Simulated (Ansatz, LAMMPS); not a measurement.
# Relaxing a frame of liquid Na2CO3 from 1140 K (108 atoms), part 2 of 2

Aim: bring a frame of liquid Na2CO3 from 1140 K (108 atoms) to a nearby minimum of the energy and see what moves.

Ansatz 0.2.0; Kohn-Sham DFT, PBE, PAW (set soft_2), plane waves.

The cell: 18 C, 54 O and 36 Na. The network of bonds at the start is that of the classical potential that made the cell. The Brillouin zone is sampled at Γ only, in a cell whose shortest periodic width is 12 Å.

So far, density (g/cm³): step 5 (structure statistics after relaxation) 1.97.

## 6. Single point at the relaxed geometry

One more single point at the end of the walk gives the fuller output and checks the residual forces.

Contents of input.yaml:

```yaml
crystal:
  lattice:
    - [11.71575, 0.0, 0.0]
    - [0.0, 11.71575, 0.0]
    - [0.0, 0.0, 11.71575]
  atoms:
    - { symbol: C, position: [0.43161, 0.22882, 0.16892] }
    - { symbol: O, position: [0.44642, 0.11818, 0.15721] }
    - { symbol: O, position: [0.3337, 0.27477, 0.1503] }
    - { symbol: O, position: [0.51874, 0.29157, 0.1991] }
    - { symbol: C, position: [0.73424, 0.00903, 0.0431] }
    - { symbol: O, position: [0.84151, 0.99545, 0.06416] }
    - { symbol: O, position: [0.65732, 0.95191, 0.09832] }
    - { symbol: O, position: [0.70206, 0.08319, 0.96472] }
    - { symbol: C, position: [0.3505, 0.32305, 0.50793] }
    - { symbol: O, position: [0.27327, 0.29069, 0.58106] }
    - { symbol: O, position: [0.34516, 0.42393, 0.46108] }
    - { symbol: O, position: [0.43501, 0.25609, 0.48305] }
    - { symbol: C, position: [0.93431, 0.86286, 0.76925] }
    - { symbol: O, position: [0.82575, 0.88067, 0.75473] }
    - { symbol: O, position: [0.00102, 0.85906, 0.67914] }
    - { symbol: O, position: [0.97785, 0.85195, 0.87052] }
    - { symbol: C, position: [0.10413, 0.49371, 0.15499] }
    - { symbol: O, position: [0.14622, 0.5603, 0.07449] }
    - { symbol: O, position: [0.02308, 0.42396, 0.1296] }
    - { symbol: O, position: [0.14421, 0.50198, 0.25738] }
    - { symbol: C, position: [0.73073, 0.64644, 0.01775] }
    - { symbol: O, position: [0.72322, 0.66682, 0.1284] }
    - { symbol: O, position: [0.81893, 0.59318, 0.97723] }
    - { symbol: O, position: [0.64641, 0.67662, 0.95322] }
    - { symbol: C, position: [0.62233, 0.61227, 0.60287] }
    - { symbol: O, position: [0.61001, 0.54795, 0.51414] }
    - { symbol: O, position: [0.71919, 0.61682, 0.65683] }
    - { symbol: O, position: [0.53608, 0.67314, 0.64017] }
    - { symbol: C, position: [0.45875, 0.98488, 0.70884] }
    - { symbol: O, position: [0.3795, 0.94211, 0.64269] }
    - { symbol: O, position: [0.51455, 0.91737, 0.77856] }
    - { symbol: O, position: [0.48401, 0.09231, 0.70613] }
    - { symbol: C, position: [0.83299, 0.25835, 0.66808] }
    - { symbol: O, position: [0.74365, 0.32332, 0.6723] }
    - { symbol: O, position: [0.82449, 0.14999, 0.69614] }
    - { symbol: O, position: [0.93062, 0.29746, 0.63266] }
    - { symbol: C, position: [0.11522, 0.16762, 0.87321] }
    - { symbol: O, position: [0.18317, 0.25313, 0.85543] }
    - { symbol: O, position: [0.09278, 0.09605, 0.79174] }
    - { symbol: O, position: [0.06694, 0.15246, 0.97294] }
    - { symbol: C, position: [0.9553, 0.67436, 0.369] }
    - { symbol: O, position: [0.953, 0.71058, 0.26408] }
    - { symbol: O, position: [0.04649, 0.69122, 0.43063] }
    - { symbol: O, position: [0.86766, 0.62208, 0.41226] }
    - { symbol: C, position: [0.28191, 0.88489, 0.04388] }
    - { symbol: O, position: [0.19084, 0.83744, 0.08487] }
    - { symbol: O, position: [0.38222, 0.8417, 0.06776] }
    - { symbol: O, position: [0.27509, 0.97464, 0.97952] }
    - { symbol: C, position: [0.42426, 0.68481, 0.30715] }
    - { symbol: O, position: [0.4929, 0.77344, 0.30908] }
    - { symbol: O, position: [0.46143, 0.59037, 0.26111] }
    - { symbol: O, position: [0.3232, 0.69301, 0.3499] }
    - { symbol: C, position: [0.6924, 0.94171, 0.41962] }
    - { symbol: O, position: [0.60502, 0.00561, 0.44791] }
    - { symbol: O, position: [0.70056, 0.83847, 0.45873] }
    - { symbol: O, position: [0.76823, 0.98128, 0.34945] }
    - { symbol: C, position: [0.47162, 0.44037, 0.9072] }
    - { symbol: O, position: [0.42954, 0.4182, 0.80683] }
    - { symbol: O, position: [0.57343, 0.40476, 0.9355] }
    - { symbol: O, position: [0.41161, 0.49775, 0.98087] }
    - { symbol: C, position: [0.20011, 0.62477, 0.75328] }
    - { symbol: O, position: [0.22532, 0.7042, 0.8281] }
    - { symbol: O, position: [0.24047, 0.63596, 0.64922] }
    - { symbol: O, position: [0.13838, 0.53862, 0.78216] }
    - { symbol: C, position: [0.74602, 0.32444, 0.28403] }
    - { symbol: O, position: [0.71772, 0.42669, 0.25319] }
    - { symbol: O, position: [0.72927, 0.29059, 0.38876] }
    - { symbol: O, position: [0.78993, 0.25248, 0.21017] }
    - { symbol: C, position: [0.12295, 0.06369, 0.33738] }
    - { symbol: O, position: [0.22895, 0.03162, 0.33193] }
    - { symbol: O, position: [0.06671, 0.08696, 0.24292] }
    - { symbol: O, position: [0.07254, 0.07441, 0.43533] }
    - { symbol: Na, position: [0.67738, 0.04412, 0.76981] }
    - { symbol: Na, position: [0.1107, 0.35645, 0.68679] }
    - { symbol: Na, position: [0.48796, 0.0049, 0.98659] }
    - { symbol: Na, position: [0.8446, 0.76185, 0.56793] }
    - { symbol: Na, position: [0.40633, 0.51577, 0.6315] }
    - { symbol: Na, position: [0.16159, 0.90796, 0.82467] }
    [... 24 atom lines left out ...]
    - { symbol: Na, position: [0.62759, 0.10996, 0.26658] }
    - { symbol: Na, position: [0.0007, 0.08914, 0.61751] }
    - { symbol: Na, position: [0.19741, 0.55788, 0.44323] }
    - { symbol: Na, position: [0.22598, 0.1223, 0.11516] }
    - { symbol: Na, position: [0.56053, 0.77744, 0.11161] }
    - { symbol: Na, position: [0.36114, 0.2406, 0.75472] }
kpoints:
  mp_grid: { grid: [1, 1, 1] }
hamiltonian:
  xc: pbe
scf:
  occupations: { method: gaussian, width: 0.05 }
output:
  forces: true
  stress: true
  populations: true
  dos:
    method: { smearing: { sigma: 0.08 } }
    de: 0.1
    projected: { site_lists: { C: [C], Na: [Na], O: [O] } }
  eigenvalues: true
  write_density: true
  write_potential: true
  volumetric_format: npy
  elf: true
```

Command:

```bash
ansatz run input.yaml --threads 4 --pin off --max-ram 8192MiB --backend cpu --events-out ev --progress --plain --runs-dir out
```

Elapsed: 10 s, on 4 threads of AMD EPYC 9R45, shared host; peak memory 2.3 GiB; 38 s of CPU time.

The program notes that the exchange-correlation potential is rough where the density is thin.

The run gave:

```yaml
free_energy: -88718.6214 eV
free_energy_per_atom: -821.4687 eV/atom
scf_cycles: 9
pressure: -1.351 GPa
r_m_s_force_component: 0.00798 eV/Å
longest_force: 0.03417 eV/Å
fermi_energy: 3.717 eV
spacing_of_highest_filled_and_lowest_empty_level: 3.13 eV
spilling_of_the_projection: 0.006332
```

Löwdin charges by element and coordination (they lack the spilled electrons, 0.042 e an atom on average):

| element | coordination | atoms | mean charge (e) | spread | least | most |
| --- | --- | --- | --- | --- | --- | --- |
| C | all | 18 | 0.656 | 0.0118 | 0.625 | 0.676 |
| Na | all | 36 | 0.787 | 0.0103 | 0.769 | 0.815 |
| Na | 3 | 1 | 0.815 | 0 | 0.815 | 0.815 |
| Na | 4 | 5 | 0.797 | 0.0036 | 0.794 | 0.803 |
| Na | 5 | 18 | 0.787 | 0.0088 | 0.773 | 0.805 |
| Na | 6 | 8 | 0.781 | 0.0061 | 0.775 | 0.795 |
| Na | 7 | 4 | 0.779 | 0.0072 | 0.769 | 0.789 |
| O | all | 54 | -0.659 | 0.0186 | -0.699 | -0.619 |
| O | 3 | 3 | -0.633 | 0.0078 | -0.642 | -0.623 |
| O | 4 | 24 | -0.652 | 0.0134 | -0.686 | -0.619 |
| O | 5 | 24 | -0.668 | 0.0182 | -0.699 | -0.639 |
| O | 6 | 3 | -0.671 | 0.0174 | -0.695 | -0.653 |

States in the cell by windows of 1 eV, zero at the Fermi level; the larger projections on atomic orbitals stand beside the total:

| from (eV) | to (eV) | total | O p | Na s | C p | O s |
| --- | --- | --- | --- | --- | --- | --- |
| -18 | -10 | 0.0 | 0.0 | 0.0 | 0.0 | 0.0 |
| -10 | -9 | 28.1 | 15.5 | 1.1 | 0.1 | 8.0 |
| -9 | -8 | 7.9 | 4.4 | 0.2 | 0.1 | 2.3 |
| -8 | -7 | 96.3 | 62.2 | 1.5 | 20.8 | 10.4 |
| -7 | -6 | 11.6 | 6.7 | 0.0 | 4.4 | 0.4 |
| -6 | -5 | 0.0 | 0.0 | 0.0 | 0.0 | 0.0 |
| -5 | -4 | 11.1 | 10.1 | 0.8 | 0.0 | 0.1 |
| -4 | -3 | 120.0 | 115.5 | 2.3 | 0.2 | 0.2 |
| -3 | -2 | 25.2 | 24.8 | 0.1 | 0.0 | 0.0 |
| -2 | -1 | 23.8 | 23.5 | 0.0 | 0.0 | 0.0 |
| -1 | 1 | 0.0 | 0.0 | 0.0 | 0.0 | 0.0 |
| 1 | 2 | 2.0 | 0.0 | 1.5 | 0.0 | 0.4 |
| 2 | 3 | 7.4 | 0.5 | 5.1 | 0.5 | 0.7 |
| 3 | 4 | 36.0 | 9.3 | 10.3 | 11.8 | 1.2 |
| 4 | 5 | 31.4 | 6.5 | 12.4 | 6.3 | 1.3 |

The curve was stored every 0.100 eV, coarse against its broadening of 0.08 eV, so these counts are rough.

Between -26 and -18 eV lie 324 more states.

The stored curve holds about 648 of the 720 electrons; the rest, give or take the few that broadening carries across the Fermi level, lie in deeper levels below its range.

The levels nearest the highest filled one (over half full), pooled over k-points and spins:

| level less the highest filled one (eV) | occupation |
| --- | --- |
| -0.256 | 2 |
| -0.218 | 2 |
| -0.187 | 2 |
| -0.130 | 2 |
| -0.107 | 2 |
| 0 | 2 |
| 3.13 | 0 |
| 4.07 | 0 |
| 4.32 | 0 |
| 4.40 | 0 |
| 4.52 | 0 |
| 4.58 | 0 |

Valence density in the ab plane at fractional z = 0.267, with atoms of O and C and Na within 0.2 Å of it. It is the smooth field of the valence electrons, not physical close to the nuclei.

Ten steps, logarithmic in the rise over the least value, from '0' (0 e/Å³) to '9' (13 e/Å³), each cell a mean:
```
000001122126885100000001222100000
000000000027996100000000111100000
000000000003663100000000012210000
000000000000011222100000013420000
100000000000013455310000012211121
310145310011123565310000000012465
521489721122334443210000000014788
421367521122345432100111000013677
210012100111246653100111000001343
000122100001247875200000000000111
002355420000136764100000000000000
013688631122112321000012210000000
012577531588610000000246642000000
001233211699720000001368863100000
000000000366310000001256753100000
000000000001000122110135554200000
000000000000001233310124555310000
000000000000011233210012455421000
000000000000011111110001244321000
112110000000001100013310122110000
345431000000001100169961000001101
477742222100000000179971000000002
366643333210000000035531110000001
123322343211221000000001121100000
```
Columns run along a (11.7 Å), rows up along b (11.7 Å). Atoms in or near the plane, at fractional coordinates: O at (0.14, 0.50), O at (0.95, 0.71), O at (0.46, 0.59), C at (0.75, 0.32), O at (0.72, 0.43), Na at (0.38, 0.94), Na at (0.33, 0.44), Na at (0.63, 0.11).

Electrostatic potential energy in the ab plane at fractional z = 0.267, with atoms of O and C and Na within 0.2 Å of it. With pseudopotentials it is smooth inside the atoms' cores, unlike the true potential.

Ten even steps from '0' (-40 eV) to '9' (8 eV), each cell a mean:
```
999999999984115899999999999999999
999999999983003899999999999999999
999999999987457899999999988889999
999999999999899999999999987689999
999988999999999757999999988889999
999865789999998535999999999999756
699610379999854678999999999998200
799742589999721589999888999999412
999988899999862259999888999999988
999999999999970017999989999999999
999866899999984248999999999988999
999400499887899999999999999988999
999622698611589999999984489999999
999999998400389999999940049999999
999999999754789999999962158999999
999999999999999999999983004899999
999999999999999999999983004899999
999999999999999999999998655899999
999999999999999999999999988999999
999999999999999999987789999999999
976799999999999999840048999988899
820178999999999999830038999998899
942378999999999999875579999999999
998889999998778999998999999999999
```
Columns run along a (11.7 Å; values clipped at the 3rd and 97th percentile), rows up along b (11.7 Å). Atoms in or near the plane, at fractional coordinates: O at (0.14, 0.50), O at (0.95, 0.71), O at (0.46, 0.59), C at (0.75, 0.32), O at (0.72, 0.43), Na at (0.38, 0.94), Na at (0.33, 0.44), Na at (0.63, 0.11).

Mean Löwdin charges: C +0.66, Na +0.79, O -0.66 e (they miss 0.63 % of the electrons, so they add up to more than the cell's charge). The largest share in the top eV of filled states is O p (100 % of the projected weight), and in the lowest eV of empty states Na s (78 % of the projected weight).

A closer look about O18, whose charge lies farthest from its element's mean: 14 atoms, nearest first, numbered in the order of the input, with positions taken from that point.

```
 atom      x      y      z  distance (Å)  bonds  Löwdin charge (e)
  O18   0.00   0.00   0.00          0.00      5              -0.70
  C17  -0.49  -0.78   0.94          1.32      3               0.65
  O19  -1.44  -1.60   0.65          2.25      3              -0.64
  O20  -0.02  -0.68   2.14          2.25      4              -0.65
 Na87   1.83   1.14  -0.74          2.28      5               0.79
 Na90   0.91  -1.62  -1.53          2.40      5               0.79
 Na83  -1.51   0.98  -1.67          2.45      5               0.80
Na100   0.08   1.78   1.93          2.63      6               0.78
  O46   0.52   3.25   0.12          3.29      4              -0.64
 Na99   2.12  -1.42   2.10          3.31      5               0.78
  O60   3.11  -0.73  -1.10          3.38      4              -0.66
  O64  -0.09  -0.25  -3.42          3.44      4              -0.62
  O62   0.93   1.69  -2.89          3.47      5              -0.67
 Na98  -3.26  -0.25   1.22          3.49      6               0.78
```

The column of bonds counts only the pairs O-Na within 3.02 Å, O-C within 1.73 Å; other neighbours, such as metal atoms beside each other in a compound, aren't counted, and periodic images can show an atom twice.

## 7. Other settings

Changed here: crystal.symmetry.detect = false, scf.occupations.method = "fermi_dirac" and scf.occupations.width = 0.005.

Contents of input.yaml:

```yaml
crystal:
  lattice:
    - [11.71575, 0.0, 0.0]
    - [0.0, 11.71575, 0.0]
    - [0.0, 0.0, 11.71575]
  atoms:
    [... the 108 atom lines of step 3 ...]
  symmetry: { detect: false }
kpoints:
  mp_grid: { grid: [1, 1, 1] }
hamiltonian:
  xc: pbe
scf:
  occupations: { method: fermi_dirac, width: 0.005 }
output:
  forces: true
  stress: true
  populations: true
  dos:
    method: { smearing: { sigma: 0.15 } }
    de: 0.1
    projected: { site_lists: { C: [C], Na: [Na], O: [O] } }
  eigenvalues: true
```

Run time: 9.9 s. Hardware: 4 threads; peak memory 2.3 GiB.

Geometry and reference: those of the single point at the start.

Forces differ from those of the single point at the start by 0.001 meV/Å r.m.s., 0 % of their size. It took 0.98 times the reference's time (shared host, so rough).

## 8. Results

```
energy change in the relaxation                  : -270.1 meV/atom
r.m.s. displacement                              : 0.894 Å
largest displacement                             : 1.854 Å
free energy per atom                             : -821.4687 eV/atom
pressure                                         : -1.351 GPa
r.m.s. force component                           : 0.00798 eV/Å
gap (highest filled to lowest empty level) : 3.13 eV
wall time of the 4 DFT runs                      : 4 min
```

What this shows: Relaxation lowers the energy by 270 meV/atom and moves atoms by 0.89 Å r.m.s.; the r.m.s. force component goes from 2.8 to 0.0080 eV/Å, the pressure goes from 6.3 to -1.4 GPa, and the gap from 1.36 to 3.13 eV. By the final cutoffs 48 of 246 bonded pairs parted and 45 joined. First to last step the energy falls by 29.169 eV; the largest move, 1.85 Å, is that of O34. The O-Na bonds change most in mean length: from 2.578 Å (spread 0.224) to 2.483 Å (spread 0.160), and their number from 192 to 189. Counting bonds as in the table, all C atoms have 3, 50 % of Na atoms have 5 and 44 % of O atoms have 4 and as many 5 bonded neighbours. The highest filled and lowest empty levels differ by 3.13 eV (at Γ alone); a semilocal functional tends to put such gaps too low. In a disordered cell it changes from sample to sample and from frame to frame.

Caveats: The starting topology of bonds comes from the classical model; in DFT 48 of its 246 bonded pairs passed out of the cutoffs and 45 came within them.

[Logs are printed without paths, hosts, clocks, repeated set-up lines and the standing remarks that a program may print on its own settings, such as how far it seeks lower states.]

[Hosts, paths, dates, database ids (printed as entryN), source tags and the programs' standing remarks are cut or masked in the printed files.]
